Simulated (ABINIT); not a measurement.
# BAs (F-43m): G0W0 with and without spin-orbit coupling

Wanted: the effect of spin-orbit coupling on the quasiparticle gap of BAs (F-43m).

Main program and level: ABINIT 10.8.3; PBE and many-body steps on it, plane waves.

**Experimental background.**

- Gap 1.82 eV: indirect gap from Tauc plot of optical absorption; UV-visible absorption, indirect Tauc plot; 300 K; bulk crystal (three thin as-grown single crystals with the same absorption edge) (“Photoluminescence mapping and time-domain thermo-photoluminescence for rapid imaging and measurement of thermal conductivity of boron arsenide”, 2019, arxiv:1910.07149).

- Gap 4.12 eV: direct gap from square of absorption coefficient, average of two samples; spectroscopic ellipsometry; 300 K; bulk crystal (CVT-grown opaque bulk crystals) (“Optical properties of cubic boron arsenide”, 2019, arxiv:1911.04914).

- Gap 1.82 eV: indirect optical gap from absorption edge; UV-visible absorption; 300 K; bulk crystal (single crystal grown by chemical vapor transport) (“Basic Physical Properties of Cubic Boron Arsenide”, 2019, arxiv:1911.11281).

- Gap 2.02 eV: indirect gap from square root of absorption coefficient, average of three samples; transmission and reflection spectroscopy; 300 K; bulk crystal (CVT-grown platelets about 10 um thick) (“Optical properties of cubic boron arsenide”, 2019, arxiv:1911.04914).

This is a report of a sequence of runs, with most program output left out.

## 1. The structure

The structure is cubic, space group F-43m (No. 216). The conventional cell has a = 4.777 Å, b = 4.777 Å, c = 4.777 Å, α = 90.00°, β = 90.00°, γ = 90.00°. Nearest to B lie 4 As at 2.07 Å. Nearest to As lie 4 B at 2.07 Å. Farther neighbours are not listed.

The cell and positions come from the Crystallography Open Database and are kept as given unless a step says otherwise.

## 2. Empty states on the mesh, 4×4×4 mesh, 81 bands

This step: ABINIT 10.8.3; DFT, PBE, plane waves, norm-conserving pseudopotentials.

The sums over transitions need many empty states on a uniform mesh; this step solves for them.

run.abi

```
acell 3*1.0 Angstrom
rprim 
  -0.000000000000 2.388500000000 2.388500000000
  2.388500000000 -0.000000000000 2.388500000000
  2.388500000000 2.388500000000 -0.000000000000
ntypat 2
znucl 5 33
natom 2
typat 1 2
xred 
  0.000000000000 0.000000000000 0.000000000000
  0.250000000000 0.250000000000 0.250000000000
pp_dirpath "pseudos"
pseudos "B.upf, As.upf"
ecut 44
ngkpt 4 4 4
nshiftk 1
shiftk 0 0 0
kptopt 1
chksymbreak 0
irdden 1
istwfk *1
nband 81
prtvol 0
optdriver 6
gwr_task "HDIAGO"
paral_kgb 0
occopt 1
indata_prefix "in"
outdata_prefix "out"
tmpdata_prefix "tmp"
```

Run with:

```console
$ OMP_NUM_THREADS=1 mpirun -n 4 abinit run.abi > log
```

Run time: 30 s. Hardware: 4 MPI ranks of Arm Neoverse V1, shared host; peak memory 1.6 GiB; 2 min of CPU time.

Numbers from this step:

- gap: 1.453 eV
- k of the valence top: 0, 0, 0
- k of the conduction bottom: 0.5, 0.5, 0
- least direct gap: 3.289 eV
- k points computed: 8
- lowest point of the top converged band, above the valence top: 83.5497 eV

On this mesh the gap is 1.453 eV.

The density comes from a self-consistent run that is not shown.

## 3. Screening, 4×4×4 mesh, 73 bands, screening to 182.3 eV

The RPA dielectric matrix is built and inverted for each q.

This step: RPA screening on PBE, plane waves, norm-conserving pseudopotentials.

Changes to run.abi since step 2:

```diff
@@ -20,10 +20,11 @@
 chksymbreak 0
-irdden 1
 istwfk *1
-nband 81
-prtvol 0
-optdriver 6
-gwr_task "HDIAGO"
-paral_kgb 0
 occopt 1
+irdwfk 1
+optdriver 3
+nband 73
+ecuteps 6.7
+inclvkb 0
+awtr 1
+symchi 1
 indata_prefix "in"
```

The job ended after 15 s (4 MPI ranks; peak memory 0.57 GiB; 61 s of CPU time).

This step gave:

- ε∞ with local fields, on this mesh, along the program's q direction: 17.13
- the same without local fields: 18.74
- plasma frequency: 36.27 eV
- plane waves in the screening matrix: 169

Local fields lower ε∞ by 9 %. On a Γ-centred mesh this coarse the value itself is usually too large, while a short band sum pulls it down.

## 4. Scalar-relativistic

The self-energy is evaluated for the states that the input lists, and the levels follow from it, in one-shot runs by the linearised quasiparticle equation.

This step: G0W0 on PBE, plane waves, norm-conserving pseudopotentials.

Changes to run.abi since step 3:

```diff
@@ -23,8 +23,19 @@
 irdwfk 1
-optdriver 3
+optdriver 4
 nband 73
+gwcalctyp 0
+ecutsigx 44
+symsigma 1
+nkptgw 3
+kptgw 
+  0.0000000000 0.0000000000 0.0000000000
+  0.5000000000 0.5000000000 0.0000000000
+  0.5000000000 0.0000000000 0.0000000000
+bdgw 
+  11 16
+  12 15
+  12 16
 ecuteps 6.7
-inclvkb 0
-awtr 1
-symchi 1
+irdscr 1
+ppmodel 1
 indata_prefix "in"
```

The job ended after 7.9 s (4 MPI ranks; peak memory 0.59 GiB; 31 s of CPU time).

Numbers from this step:

- G0W0 gap on the points computed: 1.880 eV
- starting gap on the mesh: 1.453 eV
- k of the valence top: 0, 0, 0
- k of the conduction bottom: 0.5, 0.5, 0
- Z at the valence top: 0.811
- Z at the conduction bottom: 0.821
- least direct G0W0 gap on the computed points: 4.078 eV

The gap on the mesh goes from 1.45 eV to 1.88 eV, a correction of +0.43 eV.

## 5. Empty states on the mesh, 4×4×4 mesh, 160 bands

This step: DFT, PBE with spin-orbit coupling, plane waves, norm-conserving pseudopotentials.

run.abi

```
acell 3*1.0 Angstrom
rprim 
  -0.000000000000 2.388500000000 2.388500000000
  2.388500000000 -0.000000000000 2.388500000000
  2.388500000000 2.388500000000 -0.000000000000
ntypat 2
znucl 5 33
natom 2
typat 1 2
xred 
  0.000000000000 0.000000000000 0.000000000000
  0.250000000000 0.250000000000 0.250000000000
pp_dirpath "pseudos"
pseudos "B.upf, As.upf"
ecut 44
nspinor 2
ngkpt 4 4 4
nshiftk 1
shiftk 0 0 0
kptopt 1
chksymbreak 0
iscf -2
irdden 1
istwfk *1
nband 160
nbdbuf 14
tolwfr 1e-09
nstep 60
prtvol 0
indata_prefix "in"
outdata_prefix "out"
tmpdata_prefix "tmp"
```

Wall time 68 s (4 MPI ranks); peak memory 0.39 GiB.

This step gave:

* gap: 1.385 eV
* k of the valence top: 0, 0, 0
* k of the conduction bottom: 0.5, 0.5, 0
* least direct gap: 3.082 eV
* k points computed: 8
* lowest point of the top converged band, above the valence top: 83.4788 eV

On this mesh the gap is 1.385 eV.

The density comes from a self-consistent run that is not shown, made with spin-orbit coupling and fully relativistic files.

## 6. Screening, 4×4×4 mesh, 146 bands, screening to 182.3 eV

This step: RPA screening on PBE with spin-orbit coupling, plane waves, norm-conserving pseudopotentials.

Changes to run.abi since step 5:

```diff
@@ -21,10 +21,11 @@
 chksymbreak 0
-iscf -2
-irdden 1
 istwfk *1
-nband 160
-nbdbuf 14
-tolwfr 1e-09
-nstep 60
-prtvol 0
+occopt 1
+irdwfk 1
+optdriver 3
+nband 146
+ecuteps 6.7
+inclvkb 0
+awtr 1
+symchi 1
 indata_prefix "in"
```

Wall time 2.1 min (4 MPI ranks); peak memory 1.5 GiB.

This step gave:

```
ε∞ with local fields, on this mesh, along the program's q direction : 17.15
the same without local fields                                       : 18.76
plasma frequency                                                    : 36.27 eV
plane waves in the screening matrix                                 : 169
```

## 7. With spin-orbit coupling

This step: G0W0 on PBE with spin-orbit coupling, plane waves, norm-conserving pseudopotentials.

Changes to run.abi since step 6:

```diff
@@ -24,8 +24,19 @@
 irdwfk 1
-optdriver 3
+optdriver 4
 nband 146
+gwcalctyp 0
+ecutsigx 44
+symsigma 0
+nkptgw 3
+kptgw 
+  0.0000000000 0.0000000000 0.0000000000
+  0.5000000000 0.5000000000 0.0000000000
+  0.5000000000 0.0000000000 0.0000000000
+bdgw 
+  23 32
+  23 30
+  23 30
 ecuteps 6.7
-inclvkb 0
-awtr 1
-symchi 1
+irdscr 1
+ppmodel 1
 indata_prefix "in"
```

It took 4 min on 4 MPI ranks; peak memory 1.2 GiB.

This step gave:

| Item | Value |
| --- | --- |
| G0W0 gap on the points computed | 1.815 eV |
| starting gap on the mesh | 1.385 eV |
| k of the valence top | 0, 0, 0 |
| k of the conduction bottom | 0.5, 0.5, 0 |
| Z at the valence top | 0.811 |
| Z at the conduction bottom | 0.821 |
| least direct G0W0 gap on the computed points | 3.890 eV |

Against G0W0 in ABINIT (4×4×4 mesh, 73 bands, screening to 182.3 eV, Godby-Needs plasmon pole), the gap moves by −0.065 eV.

## 8. Side by side

Times are wall times on 4 MPI ranks of Arm Neoverse V1, shared host, good to a factor of about two. A run's time includes the screening step that it read.

| run | mesh | bands | screening cutoff (eV) | DFT gap (eV) | gap on the mesh (eV) | direct (eV) | ε∞ used | time |
| --- | --- | --- | --- | --- | --- | --- | --- | --- |
| scalar-relativistic | 4×4×4 | 73 | 182.3 | 1.453 | 1.880 | 4.078 | 17.13 | 23 s |
| with spin-orbit coupling | 4×4×4 | 146 | 182.3 | 1.385 | 1.815 | 3.890 | 17.15 | 6 min |

## 9. What came out

| Property | Result |
| --- | --- |
| scalar-relativistic | 1.880 eV |
| with spin-orbit coupling | 1.815 eV |
| known limits | not at the basis limit; screening head approximate; no spin-orbit coupling in some runs; coarse k mesh |

**Reading.** With spin-orbit coupling: −0.065 eV against scalar-relativistic, −0.068 eV of it in the start. Against experiment, by with spin-orbit coupling: the gap of 1.81 eV lies −0.01 eV from the measured 1.82 eV (indirect, 300 K, 2019); the direct gap of 3.89 eV lies −0.23 eV from the measured 4.12 eV (direct, 300 K, 2019); the gap of 1.81 eV lies −0.01 eV from the measured 1.82 eV (indirect, 300 K, 2019); the gap of 1.81 eV lies −0.21 eV from the measured 2.02 eV (indirect, 300 K, 2019). An exciton line or allowed optical edge lies below the quasiparticle gap by the binding energy; a forbidden edge can push the onset above it. These are gaps on the mesh, at modest bands and cutoff. The calculation has static nuclei and no excitons; a measured gap holds zero-point and thermal motion, which mostly lowers it. Bands and cutoff are finite, so the gap is not at the basis limit. The miss can reach some tenths of an eV and take either sign; the mesh is an error of its own. In the first G0W0 run levels were corrected at 3 k points alone, so a gap called «on the mesh» is the least over those, and an edge elsewhere would be missed. A denser mesh or path gives a starting gap of 1.21 eV: the GW mesh misses a band edge, so its gaps are not the fundamental one. The 4×4×4 mesh is coarse for this cell, which bears on the long-range parts of exchange and screening. The long-wavelength limit of the screening leaves out the non-local commutator, which shifts ε∞.

[Paths, hosts, dates, memory and timing lines, banners, echoed tables and standing remarks are left out of the program output.]

[Logs are printed without paths, hosts, clocks, repeated set-up lines and the standing remarks that a program may print on its own settings, such as how far it seeks lower states.]

[Runs of the session that timed out or met a known fault of the program may be left out.]

[No measured gap is set beside runs whose start may be inverted or whose files or cutoffs have a known fault.]

[Hosts, paths, dates, database ids (printed as entryN), source tags and the programs' standing remarks are cut or masked in the printed files.]

[G0W0 gaps are taken among the corrected bands and points alone; a level outside them can change the order at an edge.]

[Where Ansatz stands beside ABINIT at settings called matched, ABINIT's density can come from a denser mesh and the files from another edition; pairs whose starting gaps differed by over 0.03 eV were left out, so agreement reads better than it is.]
